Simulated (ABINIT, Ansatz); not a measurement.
Planning a run of ABINIT 10.8.3 on InGaN2 (P3m1). The input:

```
acell 3*1.0 Angstrom
rprim 
  3.399288205422 -0.000000000005 0.000000000000
  -1.699644102707 2.943869940683 0.000000000000
  0.000000000000 0.000000000000 5.551613000000
ntypat 3
znucl 49 31 7
natom 4
typat 1 2 3 3
xred 
  0.000000000000 0.000000000000 0.998402000000
  0.666666666667 0.333333333333 0.495356000000
  0.666666666667 0.333333333333 0.145617000000
  0.000000000000 0.000000000000 0.602224000000
pp_dirpath "pseudos"
pseudos "In.upf, Ga.upf, N.upf"
ecut 36
ngkpt 6 6 4
nshiftk 1
shiftk 0.11 0.21 0.31
kptopt 3
chksymbreak 0
iscf -2
irdden 1
istwfk *1
nband 34
nbdbuf 4
tolwfr 1e-09
nstep 60
prtvol 0
indata_prefix "in"
outdata_prefix "out"
tmpdata_prefix "tmp"
```

```sh
OMP_NUM_THREADS=1 mpirun -n 4 abinit run.abi > log
```

Estimate wall time and host memory on 4 MPI ranks of Arm Neoverse V1, shared host.

It took 1.8 min; on shared hardware allow 54 s to 3.6 min. Peak host memory was 0.55 GiB.

[Paths, hosts, dates, memory and timing lines, banners, echoed tables and standing remarks are left out of the program output.]

[Logs are printed without paths, hosts, clocks, repeated set-up lines and the standing remarks that a program may print on its own settings, such as how far it seeks lower states.]

[Runs of the session that timed out or met a known fault of the program may be left out.]

[Hosts, paths, dates, database ids (printed as entryN), source tags and the programs' standing remarks are cut or masked in the printed files.]

[G0W0 gaps are taken among the corrected bands and points alone; a level outside them can change the order at an edge.]

[Where Ansatz stands beside ABINIT at settings called matched, ABINIT's density can come from a denser mesh and the files from another edition; pairs whose starting gaps differed by over 0.03 eV were left out, so agreement reads better than it is.]
